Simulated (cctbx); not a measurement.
**HgPd5N with cctbx, script by script**

Library: cctbx 2025.11.

## 1. Energy scan

run.py:

```python
from cctbx import adptbx, crystal, miller, xray
from cctbx.array_family import flex
from cctbx.eltbx import sasaki

cs = crystal.symmetry(unit_cell=(3.946, 3.946, 6.748, 90, 90, 90), space_group_symbol='Hall: -P 4 2')  # P4/mmm
atoms = [  # label, site, U (iso, or U11 U22 U33 U12 U13 U23 in A^2), occupancy
    ("Hg1", (0.5, 0.5, 0), (0.0068, 0.0068, 0.0075, 0.0000, 0.0000, 0.0000), 1),
    ("Pd1", (0, 0.5, 0.2931), (0.0111, 0.0120, 0.0080, 0.0000, 0.0000, 0.0000), 1),
    ("Pd2", (0, 0, 0), (0.0096, 0.0096, 0.0114, 0.0000, 0.0000, 0.0000), 1),
    ("N1", (0, 0, 0.5), (0.0191, 0.0191, 0.0319, 0.0000, -0.0000, 0.0000), 1),
]
xs = xray.structure(crystal_symmetry=cs)
for label, site, u, occ in atoms:
    u = adptbx.u_cif_as_u_star(cs.unit_cell(), u) if isinstance(u, tuple) else u
    xs.add_scatterer(xray.scatterer(label, site=site, u=u, occupancy=occ))
hkl = [(0, 1, 0), (1, 0, 1), (1, 1, 2), (1, 0, 3)]
ms = miller.set(cs, flex.miller_index(hkl + [tuple(-v for v in h) for h in hkl]), anomalous_flag=True)
print("E (eV)    f'(Hg)   f''   " + "".join("%16s" % ("|F|" + " ".join(map(str, h))) for h in hkl))
for e in [11684, 12034, 12164, 12224, 12254, 12269, 12276, 12280, 12288, 12292, 12299, 12314, 12344, 12434, 12684]:
    xs.set_inelastic_form_factors(12398.42 / e, "sasaki")
    t = sasaki.table("Hg").at_ev(e)
    f = flex.abs(ms.structure_factors_from_scatterers(xs, algorithm="direct").f_calc().data())
    n = len(hkl)
    print("%7.0f %7.2f %6.2f  " % (e, t.fp(), t.fdp()) + "".join("%9.1f/%6.1f" % (f[k], f[k + n]) for k in range(n)))
```

```console
$ python run.py
```

```text
E (eV)    f'(Hg)   f''           |F|0 1 0        |F|1 0 1        |F|1 1 2        |F|1 0 3
  11684   -9.02   4.24       18.1/  18.1     28.6/  28.6    206.5/ 206.5     24.1/  24.1
  12034  -10.73   4.04       16.5/  16.5     27.0/  27.0    204.6/ 204.6     22.5/  22.5
  12164  -12.15   3.97       15.1/  15.1     25.6/  25.6    203.1/ 203.1     21.2/  21.2
  12224  -13.50   3.94       13.7/  13.7     24.3/  24.3    201.8/ 201.8     19.9/  19.9
  12254  -14.84   3.92       12.4/  12.4     22.9/  22.9    200.5/ 200.5     18.6/  18.6
  12269  -16.17   3.91       11.1/  11.1     21.6/  21.6    199.2/ 199.2     17.3/  17.3
  12276  -17.35   3.91       10.0/  10.0     20.5/  20.5    198.0/ 198.0     16.2/  16.2
  12280  -18.59   3.91        8.8/   8.8     19.3/  19.3    196.8/ 196.8     15.0/  15.0
  12288  -19.28  10.18       11.4/  11.4     20.2/  20.2    196.6/ 196.6     16.3/  16.3
  12292  -17.69  10.17       12.5/  12.5     21.7/  21.7    198.1/ 198.1     17.7/  17.7
  12299  -16.34  10.16       13.6/  13.6     22.9/  22.9    199.4/ 199.4     18.9/  18.9
  12314  -14.89  10.14       14.7/  14.7     24.2/  24.2    200.8/ 200.8     20.1/  20.1
  12344  -13.46  10.10       15.9/  15.9     25.6/  25.6    202.2/ 202.2     21.4/  21.4
  12434  -11.59   9.97       17.5/  17.5     27.3/  27.3    203.9/ 203.9     23.0/  23.0
  12684   -9.67   9.63       19.1/  19.1     29.1/  29.1    205.6/ 205.6     24.7/  24.7
```

Run time: 0.26 s on 1 thread of Arm Neoverse V2, on a shared host, peak memory 0.07 GiB.

[Logs are printed without paths, hosts, clocks, repeated set-up lines and the standing remarks that a program may print on its own settings, such as how far it seeks lower states.]
